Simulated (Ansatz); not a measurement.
**How the smearing shapes the phonons of ZnNi (P4/mmm)**

Does ZnNi (P4/mmm) have a Kohn anomaly or a soft branch that a wide smearing hides? The first relaxation steps of the session are not shown, so no cell shown is the starting entry, unless a step says so.

Calculated with Ansatz 0.2.0; DFT PBEsol, scalar-relativistic, plane waves, PAW.

## (1) The cell after earlier relaxation steps

The structure is tetragonal, space group P4/mmm (No. 123). The conventional cell has a = 2.659 Å, b = 2.659 Å, c = 3.244 Å, α = 90.00°, β = 90.00°, γ = 90.00°. Zn has 8 Ni at 2.48 Å and 4 Zn at 2.66 Å nearest. Ni has 8 Zn at 2.48 Å and 4 Ni at 2.66 Å nearest. Farther neighbours are not listed.

## (2) Relaxing tightly for phonons

Phonons are second derivatives about the minimum, so the remaining forces must be small: the thresholds are tightened. Earlier relaxation steps are not shown.

input.yaml

```yaml
crystal:
  lattice:
    - [2.658694992, 0.0, 0.0]
    - [0.0, 2.658694992, 0.0]
    - [0.0, 0.0, 3.244217296]
  atoms:
    - { symbol: Zn, position: [0.5, 0.5, 0.5] }
    - { symbol: Ni, position: [0.0, 0.0, 0.0] }
kpoints:
  mp_grid: { grid: [12, 12, 10] }
hamiltonian:
  xc: pbesol
scf:
  occupations: { method: methfessel_paxton, width: 0.2 }
output:
  forces: true
  stress: true
  eigenvalues: true
relax:
  adjacent_minimum: "off"
  f_tol: 0.001
  max_steps: 60
  cell: { stress_tol: 0.01 }
```

Launch:

```
$ ansatz run input.yaml --threads 4 --pin off --max-ram 8192MiB --backend cpu --events-out ev --progress --plain --runs-dir out
```

Numbers of over 12 decimals in the logs are rounded to 6 here.

What it wrote:

```text
[the first part of the log is left out]
  E_xc         = -222.291629
  E_vxc        = -164.593845  (∫ρ·V_xc dr)
  E_paw        = -3385.199625  (= ΣΔE_a)
  E_vpaw       = -919.130692  (= ΣTr[D̂ρ^β])
  E_aug_tail   = 0.000166  (compensation charges beyond the density's cutoff)
  E_ewald      = -4238.958310
  E_core_change = 0.994644  (= ΣΔE_core)
  E_smearing   = 0.002585  (= −TS)
  E_closure    = -0.000000  (closes the sum)
  Σ components = -9086.427447   (vs F -9086.427447, Δ=0.00e0)
--- Forces (eV/Å), atoms counted from 1 ---
  atom   1  Zn     0.00000000     0.00000000     0.00000000
  atom   2  Ni     0.00000000    -0.00000000     0.00000000
  max |Σ_I F_I| component: 5.92e-31 eV/Å
--- Stress (GPa, compression-positive) ---
        0.000382       0.000000       0.000000
        0.000000       0.000382       0.000000
        0.000000       0.000000       0.001062
  P = ⅓ Tr σ = 0.0006 GPa (0.006 kbar)
--- Band table (eV; the first three rows and the last of 168) ---
  k-point 0: bands = ["-86.7757", "-47.3592", "-47.2932", "-47.2932", "5.3382", "8.0183", "8.1145", "8.9817", "8.9817", "9.1962", "13.3696", "13.5848", "14.9268", "14.9268", "15.2060", "18.8776", "25.1626", "25.9162", "25.9162"]
  k-point 1: bands = ["-86.7757", "-47.3598", "-47.2931", "-47.2931", "5.4852", "8.0318", "8.1432", "8.9816", "8.9816", "9.1992", "13.3549", "13.5115", "14.8785", "14.8785", "15.2019", "17.9799", "26.1514", "26.1514", "26.3568"]
  k-point 2: bands = ["-86.7756", "-47.3611", "-47.2931", "-47.2931", "5.9145", "8.0674", "8.2286", "8.9813", "8.9813", "9.2070", "13.1946", "13.3160", "14.7559", "14.7559", "15.1911", "16.4053", "26.8302", "26.8302", "28.8801"]
  k-point 167: bands = ["-86.7661", "-47.3537", "-47.3453", "-47.3453", "8.0650", "8.3682", "8.3682", "9.2656", "9.5404", "12.3554", "12.6100", "12.6100", "15.0167", "15.6279", "21.3467", "21.3830", "21.3830", "21.4203", "21.4203"]
--- Relaxed structure (3 steps of the walk, 3 accepted, 1 SCFs on fresh bases) ---
  F+E_penalty+E_count = -9086.42744707 eV   max|allowed force component| = 2.958e-31 eV/Å   (the final SCF, on the basis selected at the relaxed cell)
  cell:  # Å, volume = 22.9292 Å³
    - [2.658539, 0, 0.0]
    - [0, 2.658539, 0.0]
    - [0.0, 0.0, 3.244167]
  atoms:
    - { symbol: Zn, position: [0.5, 0.5, 0.5] }
    - { symbol: Ni, position: [0, 0, 0.0] }
```

The job ended after 3.9 s (4 threads of Arm Neoverse V2, shared host; peak memory 0.39 GiB; 14 s of CPU time).

This run has no spin polarisation, although Ni can carry a moment.

Little changed from the start: no atom moved by 0.005 Å and no cell edge by 0.1 %.

Numbers from this step:

* pressure: 6.09e-4 GPa
* volume per atom: 11.46 Å³
* metallic on mesh: yes
* gap on the k-mesh: 0 eV

The largest force is now zero by symmetry and the largest stress component 0.0011 GPa, small enough for phonons.

## (3) Phonons along a line: Fermi–Dirac smearing of 0.1 eV

The smearing blurs the Fermi surface that screens the phonons; a Fermi–Dirac width is an electronic temperature.

input.yaml

```yaml
crystal:
  lattice:
    - [2.6585393806, 0.0, 0.0]
    - [0.0, 2.6585393806, 0.0]
    - [0.0, 0.0, 3.2441670669]
  atoms:
    - { symbol: Zn, position: [0.5, 0.5, 0.5] }
    - { symbol: Ni, position: [0.0, 0.0, 0.0] }
kpoints:
  mp_grid: { grid: [20, 20, 16] }
hamiltonian:
  xc: pbesol
scf:
  occupations: { method: fermi_dirac, width: 0.1 }
output:
  eigenvalues: true
phonons:
  method: dfpt
  qpoints: [[0, 0, 0], [0.0, 0.25, 0.0], [0.0, 0.5, 0.0]]
```

What it wrote:

```text
[...]
Crystal: 2 atoms, lattice volume = 22.929 Å³
Basis set: ecut = 420 eV, 455 PW (Γ), exchange–correlation on 36×36×48 points (8 copies of the dense FFT grid, shifted against one another)
Bands: 19, of which v1, the nominal top of the filled ones, is band 15 counted from 1 (14 counted from 0)
Symmetry: 16 space group operations
k-points: 594 of 6400
[...]
SCF iter   1: F=—  HF=-9086.449569 eV  |F-HF|=—  |Δ(HF+E_count)|=         —  Δρ=2.53e-2  dr2=9.13e-2  ethr=1.77e-3  ⟨swp⟩=5.3  Hψ=49922  notcnv=0
[...]
SCF iter   8: F=-9086.437159 eV  HF=-9086.437159 eV  |F-HF|=3.64e-12  |Δ(HF+E_count)|=  1.11e-10  Δρ=1.98e-7  dr2=2.99e-12  ethr=1.00e-12  ⟨swp⟩=6.9  Hψ=60234  notcnv=0
SCF 1 converged in 8 iterations: F = -9086.437159 eV  dr2 = 2.99e-12
[...]
NSCF: frozen V_eff on 594 k-points
WARN: eigensolver did not converge in 7 slots of this pass, the one above among them; of largest residual over every band (k=93): 1 band(s) unlocked (lowest unlocked band 18, counted from 0; max residual 1.62e-4 eV among the unlocked bands, 1.62e-4 eV over every band); of lowest unlocked band (k=93): band 18
[...]
DFPT response loops at q = (0, 0, 0) (fractional): preconditioner auto → Kerker (q_TF=auto, 2.853 Å⁻¹) (partly filled bands, converged f_vac=0.000); β = 1.00, the filter's whole step (`scf.mixing.beta` (0.50) is not read by the response loops under this deck's `scf.mixing.preconditioner`; to damp them name `kerker` or `kerker_dos`, under which they read `scf.mixing.beta`, and type it under 1.00, their step now; both keys bind the ground state too); Broyden in place of MSR1
[...]
SCF converged after 8 iterations
Free energy (F): -9086.437159 eV
[...]
Internal energy: -9086.415770 eV  (E = F + TS)
E sigma→0 (E₀):  -9086.426464 eV
Entropy (-TS):   -0.021389 eV (-10.695 meV/atom)
Fermi energy:    15.819026 eV
[...]
--- Band table (eV; the first three rows and the last of 594) ---
  k-point 0: bands = [... 11 lower, 13.5782, 14.9194, 14.9194, 15.1991, 18.8775, 25.1608, 25.9163, 25.9163]
  k-point 1: bands = [... 11 lower, 13.5513, 14.9001, 14.9001, 15.1974, 18.4858, 25.6670, 26.0089, 26.0089]
  k-point 2: bands = [... 11 lower, 13.4577, 14.8457, 14.8457, 15.1927, 17.5888, 26.2815, 26.2815, 26.9164]
  k-point 593: bands = [... 11 lower, 12.6051, 15.0075, 15.6200, 21.3483, 21.3830, 21.3830, 21.4180, 21.4180]
--- Phonons (Γ-DFPT): 4 representative perturbations + reference (Σ response iterations 14) ---
  ASR residual: 6.512e-4 → 0.000e0 eV/Å²; symmetrization residual: 1.545e-6 eV/Å²
  ASR residual per site (eV/Å²): 7.26e-6 6.51e-4
  Γ frequencies (cm⁻¹): 0.00 0.00 0.00 222.47 222.47 267.01
  non-analytic LO–TO correction: not included (Born effective charges unavailable; polar crystals: no LO–TO splitting at Γ)
--- Phonons (arbitrary-q DFPT): 3 explicit q-points ---
  q = [0, 0, 0] (of the zone-centre solve; hermiticity 3.81e-7, symmetrization 8.52e-13): -0.00 -0.00 0.00 222.47 222.47 267.01
  q = [0, 0.25, 0] (6 solved perturbations on 1980 of 6400 k-point pairs; hermiticity 1.34e-6, symmetrization 3.41e-14): 87.83 109.63 148.53 206.45 233.53 246.90
[...]
sum rule: each row above includes the acoustic sum rule's correction from the zone centre's row sums; it moved no ω² by more than (1.74 cm⁻¹)²
```

Elapsed: 3.2 min, on 4 threads; peak memory 2.7 GiB; 12 min of CPU time.

Each wavevector solved by linear response. The frequency by |q| along the line:

| \|q\| along the line (Å⁻¹) | mode 1 (cm⁻¹) | mode 2 (cm⁻¹) | mode 3 (cm⁻¹) | mode 4 (cm⁻¹) | mode 5 (cm⁻¹) | mode 6 (cm⁻¹) |
| --- | --- | --- | --- | --- | --- | --- |
| 0.000 | 0 | 0 | 0 | 222 | 222 | 267 |
| 0.591 | 87.8 | 110 | 149 | 206 | 234 | 247 |
| 1.182 | 156 | 167 | 187 | 200 | 215 | 234 |

## (4) Phonons along a line: Fermi–Dirac smearing of 0.25 eV

The smearing blurs the Fermi surface that screens the phonons; a Fermi–Dirac width is an electronic temperature.

input.yaml: that of step 3 with these lines changed.

```diff
@@ -13,3 +13,3 @@
 scf:
-  occupations: { method: fermi_dirac, width: 0.1 }
+  occupations: { method: fermi_dirac, width: 0.25 }
 output:
```

Wider smearing eases the sum over k-points of a metal but moves the result away from its zero-temperature value.

What it wrote:

```text
band count auto-derived: 20 (N_el = 30.0; filled up to band 15; 19 by the electrons, moments and atoms)
[...]
Crystal: 2 atoms, lattice volume = 22.929 Å³
Basis set: ecut = 420 eV, 455 PW (Γ), exchange–correlation on 36×36×48 points (8 copies of the dense FFT grid, shifted against one another)
Bands: 20, of which v1, the nominal top of the filled ones, is band 15 counted from 1 (14 counted from 0)
[... 1 set-up line as in the run before ...]
k-points: 594 of 6400
[...]
SCF iter   1: F=—  HF=-9086.527867 eV  |F-HF|=—  |Δ(HF+E_count)|=         —  Δρ=2.96e-2  dr2=1.31e-1  ethr=1.77e-3  ⟨swp⟩=4.9  Hψ=50423  notcnv=0
[...]
SCF iter   9: F=-9086.510896 eV  HF=-9086.510896 eV  |F-HF|=0.00e0  |Δ(HF+E_count)|=  1.82e-12  Δρ=7.22e-8  dr2=4.95e-13  ethr=1.00e-12  ⟨swp⟩=5.9  Hψ=52667  notcnv=0
SCF 1 converged in 9 iterations: F = -9086.510896 eV  dr2 = 4.95e-13
[...]
WARN: eigensolver did not converge (k=96): 1 band(s) unlocked after 20 sweeps at ethr=1.14e-12 eV (storage-precision floor; scheduled 1.00e-12 eV) (lowest unlocked band 19, counted from 0; max residual 4.15e-6 eV among the unlocked bands, 4.15e-6 eV over every band; other slots of this pass that fall short are told together in one closing line; warning suppressed until the next SCF loop or pass starts)
[...]
SCF converged after 9 iterations
Free energy (F): -9086.510896 eV
[...]
Internal energy: -9086.303606 eV  (E = F + TS)
E sigma→0 (E₀):  -9086.407251 eV
Entropy (-TS):   -0.207290 eV (-103.645 meV/atom)
Fermi energy:    15.872484 eV
[...]
--- Band table (eV; the first three rows and the last of 594) ---
  k-point 0: bands = [... 11 lower, 13.5567, 14.8872, 14.8872, 15.1515, 18.8779, 25.1542, 25.9171, 25.9171, ... 1 higher]
  k-point 1: bands = [... 11 lower, 13.5302, 14.8679, 14.8679, 15.1498, 18.4850, 25.6612, 26.0097, 26.0097, ... 1 higher]
  k-point 2: bands = [... 11 lower, 13.4379, 14.8137, 14.8137, 15.1451, 17.5855, 26.2821, 26.2821, 26.9118, ... 1 higher]
  k-point 593: bands = [... 11 lower, 12.5852, 14.9795, 15.5775, 21.3567, 21.3743, 21.3743, 21.4135, 21.4135, ... 1 higher]
[...]
ASR residual: 5.987e-4 → 0.000e0 eV/Å²; symmetrization residual: 1.492e-6 eV/Å²
  ASR residual per site (eV/Å²): 3.48e-6 5.99e-4
  Γ frequencies (cm⁻¹): 0.00 0.00 0.00 222.67 222.67 268.19
[...]
--- Phonons (arbitrary-q DFPT): 3 explicit q-points ---
[...]
```

Elapsed: 3.3 min, on 4 threads; peak memory 2.7 GiB; 12 min of CPU time.

Each wavevector solved by linear response. The frequency by |q| along the line:

| \|q\| along the line (Å⁻¹) | mode 1 (cm⁻¹) | mode 2 (cm⁻¹) | mode 3 (cm⁻¹) | mode 4 (cm⁻¹) | mode 5 (cm⁻¹) | mode 6 (cm⁻¹) |
| --- | --- | --- | --- | --- | --- | --- |
| 0.000 | 0 | 0 | 0 | 223 | 223 | 268 |
| 0.591 | 87.6 | 110 | 147 | 207 | 231 | 248 |
| 1.182 | 156 | 166 | 187 | 199 | 213 | 231 |

Against step 3 (now smearing width 0.25 eV), the free energy moves by -36.9 meV an atom.

## (5) Wavevectors along a line: Fermi–Dirac smearing of 0.04 eV

Each wavevector is solved by itself, so no interpolation smooths a dip of the branch.

input.yaml: that of step 4 with these lines changed.

```diff
@@ -13,3 +13,3 @@
 scf:
-  occupations: { method: fermi_dirac, width: 0.25 }
+  occupations: { method: fermi_dirac, width: 0.04 }
 output:
```

Narrower smearing comes nearer the zero-temperature value but asks more of the mesh.

What it wrote:

```text
[...]
Crystal: 2 atoms, lattice volume = 22.929 Å³
Basis set: ecut = 420 eV, 455 PW (Γ), exchange–correlation on 36×36×48 points (8 copies of the dense FFT grid, shifted against one another)
Bands: 19, of which v1, the nominal top of the filled ones, is band 15 counted from 1 (14 counted from 0)
[... 1 set-up line as in the run before ...]
k-points: 594 of 6400
[...]
SCF iter   1: F=—  HF=-9086.440579 eV  |F-HF|=—  |Δ(HF+E_count)|=         —  Δρ=2.48e-2  dr2=8.69e-2  ethr=1.77e-3  ⟨swp⟩=5.5  Hψ=50133  notcnv=0
[...]
SCF iter   8: F=-9086.428654 eV  HF=-9086.428654 eV  |F-HF|=1.82e-12  |Δ(HF+E_count)|=  1.13e-10  Δρ=1.63e-7  dr2=2.96e-12  ethr=1.00e-12  ⟨swp⟩=7.0  Hψ=59755  notcnv=0
SCF 1 converged in 8 iterations: F = -9086.428654 eV  dr2 = 2.96e-12
[...]
SCF converged after 8 iterations
Free energy (F): -9086.428654 eV
[...]
Internal energy: -9086.425609 eV  (E = F + TS)
E sigma→0 (E₀):  -9086.427132 eV
Entropy (-TS):   -0.003045 eV (-1.522 meV/atom)
Fermi energy:    15.807932 eV
[...]
--- Band table (eV; the first three rows and the last of 594) ---
  k-point 0: bands = [... 11 lower, 13.5791, 14.9218, 14.9218, 15.2046, 18.8774, 25.1613, 25.9162, 25.9162]
  k-point 1: bands = [... 11 lower, 13.5523, 14.9024, 14.9024, 15.2030, 18.4857, 25.6675, 26.0088, 26.0088]
  k-point 2: bands = [... 11 lower, 13.4587, 14.8481, 14.8481, 15.1982, 17.5888, 26.2814, 26.2814, 26.9168]
  k-point 593: bands = [... 11 lower, 12.6065, 15.0087, 15.6254, 21.3476, 21.3844, 21.3844, 21.4179, 21.4179]
[...]
ASR residual: 5.581e-4 → 0.000e0 eV/Å²; symmetrization residual: 1.618e-6 eV/Å²
  ASR residual per site (eV/Å²): 5.06e-6 5.58e-4
  Γ frequencies (cm⁻¹): 0.00 0.00 0.00 222.42 222.42 266.75
[...]
--- Phonons (arbitrary-q DFPT): 3 explicit q-points ---
[...]
```

Run time: 3.1 min. Hardware: 4 threads; peak memory 2.7 GiB; 12 min of CPU time.

Each wavevector solved by linear response. Frequency against |q| along the line:

| \|q\| along the line (Å⁻¹) | mode 1 (cm⁻¹) | mode 2 (cm⁻¹) | mode 3 (cm⁻¹) | mode 4 (cm⁻¹) | mode 5 (cm⁻¹) | mode 6 (cm⁻¹) |
| --- | --- | --- | --- | --- | --- | --- |
| 0.000 | 0 | 0 | 0 | 222 | 222 | 267 |
| 0.591 | 88.0 | 110 | 149 | 206 | 234 | 247 |
| 1.182 | 156 | 167 | 186 | 200 | 215 | 234 |

Against step 3 (now smearing width 0.04 eV), the free energy moves by +4.3 meV an atom.

## (6) Wavevectors along a line: Methfessel–Paxton smearing of 0.2 eV

Each wavevector is solved by itself, so no interpolation smooths a dip of the branch.

input.yaml: that of step 5 with these lines changed.

```diff
@@ -13,3 +13,3 @@
 scf:
-  occupations: { method: fermi_dirac, width: 0.04 }
+  occupations: { method: methfessel_paxton, width: 0.2 }
 output:
```

What it wrote:

```text
[...]
Crystal: 2 atoms, lattice volume = 22.929 Å³
Basis set: ecut = 420 eV, 455 PW (Γ), exchange–correlation on 36×36×48 points (8 copies of the dense FFT grid, shifted against one another)
Bands: 19, of which v1, the nominal top of the filled ones, is band 15 counted from 1 (14 counted from 0)
[... 1 set-up line as in the run before ...]
k-points: 594 of 6400
[...]
SCF iter   1: F=—  HF=-9086.438801 eV  |F-HF|=—  |Δ(HF+E_count)|=         —  Δρ=2.47e-2  dr2=8.60e-2  ethr=1.77e-3  ⟨swp⟩=4.9  Hψ=48691  notcnv=0
[...]
SCF iter   8: F=-9086.426949 eV  HF=-9086.426949 eV  |F-HF|=1.82e-12  |Δ(HF+E_count)|=  8.55e-11  S|Δr|=    0.00e0  Δρ=1.46e-7  dr2=2.18e-12  ethr=1.00e-12  ⟨swp⟩=7.1  Hψ=60283  notcnv=0
SCF 1 converged in 8 iterations: F = -9086.426949 eV  dr2 = 2.18e-12
[...]
SCF converged after 8 iterations
Stability not checked: this state was not tested for a lower state beside it, because cold or Methfessel-Paxton smearing, or corrected tetrahedra, fill the levels in a way that the test cannot read (fill_not_monotonic; see scf.lower_state_search)
Free energy (F): -9086.426949 eV
[...]
Internal energy: -9086.427574 eV  (E = F + TS)
E sigma→0 (E₀):  -9086.427106 eV
Entropy (-TS):   0.000624 eV (0.312 meV/atom)
Fermi energy:    15.809560 eV
[...]
--- Band table (eV; the first three rows and the last of 594) ---
  k-point 0: bands = [... 11 lower, 13.5797, 14.9227, 14.9227, 15.2062, 18.8773, 25.1615, 25.9161, 25.9161]
  k-point 1: bands = [... 11 lower, 13.5528, 14.9034, 14.9034, 15.2046, 18.4856, 25.6677, 26.0088, 26.0088]
  k-point 2: bands = [... 11 lower, 13.4592, 14.8490, 14.8490, 15.1999, 17.5889, 26.2814, 26.2814, 26.9169]
  k-point 593: bands = [... 11 lower, 12.6070, 15.0095, 15.6274, 21.3473, 21.3847, 21.3847, 21.4181, 21.4181]
[...]
ASR residual: 9.215e-5 → 0.000e0 eV/Å²; symmetrization residual: 1.390e-6 eV/Å²
  ASR residual per site (eV/Å²): 7.81e-6 9.22e-5
  Γ frequencies (cm⁻¹): 0.00 0.00 0.00 222.47 222.47 266.74
[...]
--- Phonons (arbitrary-q DFPT): 3 explicit q-points ---
[...]
```

The job ended after 3.2 min (4 threads; peak memory 2.7 GiB).

Each wavevector solved by linear response. Table of frequency by |q| along the line:

| \|q\| along the line (Å⁻¹) | mode 1 (cm⁻¹) | mode 2 (cm⁻¹) | mode 3 (cm⁻¹) | mode 4 (cm⁻¹) | mode 5 (cm⁻¹) | mode 6 (cm⁻¹) |
| --- | --- | --- | --- | --- | --- | --- |
| 0.000 | 0 | 0 | 0 | 222 | 222 | 267 |
| 0.591 | 88.0 | 110 | 149 | 206 | 234 | 247 |
| 1.182 | 156 | 167 | 186 | 200 | 215 | 234 |

Against step 3 (now occupations Methfessel-Paxton and smearing width 0.2 eV), the free energy moves by +5.1 meV an atom.

## (7) The lowest branch at each setting

Table of lowest frequency by |q| along the line:

| \|q\| along the line (Å⁻¹) | fermi dirac 0.1 eV, k 20x20x16 (cm⁻¹) | fermi dirac 0.25 eV, k 20x20x16 (cm⁻¹) | fermi dirac 0.04 eV, k 20x20x16 (cm⁻¹) | methfessel paxton 0.2 eV, k 20x20x16 (cm⁻¹) |
| --- | --- | --- | --- | --- |
| 0.000 | 0 | 0 | 0 | 0 |
| 0.591 | 87.8 | 87.6 | 88.0 | 88.0 |
| 1.182 | 156 | 156 | 156 | 156 |

## (8) Summary of results

```
phonon run of the rows without a label of their own              : PBEsol, k 20×20×16
lowest branch at the last solved point, Fermi–Dirac 0.1 eV       : 156 cm⁻¹ at |q| = 1.18 Å⁻¹
lowest branch at the last solved point, Fermi–Dirac 0.25 eV      : 156 cm⁻¹ at |q| = 1.18 Å⁻¹
lowest branch at the last solved point, Fermi–Dirac 0.04 eV      : 156 cm⁻¹ at |q| = 1.18 Å⁻¹
lowest branch at the last solved point, Methfessel–Paxton 0.2 eV : 156 cm⁻¹ at |q| = 1.18 Å⁻¹
```

**Reading.** No branch softens by more than 4 % of the top frequency as the smearing narrows, so no anomaly that hangs on the smearing shows at these points. The line holds 3 wavevectors, so a narrow dip between them would be missed. Between Fermi–Dirac 0.25 eV and Fermi–Dirac 0.04 eV the largest change, with modes counted by rank of frequency, is in mode 5 at |q| = 0.591 Å⁻¹, from 231 to 234 cm⁻¹; the branches hardly feel the smearing. Where branches cross, a count by rank can hide a softening. At the narrowest width the k mesh may not resolve the Fermi surface, so part of the change can be mesh noise.

[Logs are printed without paths, hosts, clocks, repeated set-up lines and the standing remarks that a program may print on its own settings, such as how far it seeks lower states.]

[Hosts, paths, dates, database ids (printed as entryN), source tags and the programs' standing remarks are cut or masked in the printed files.]
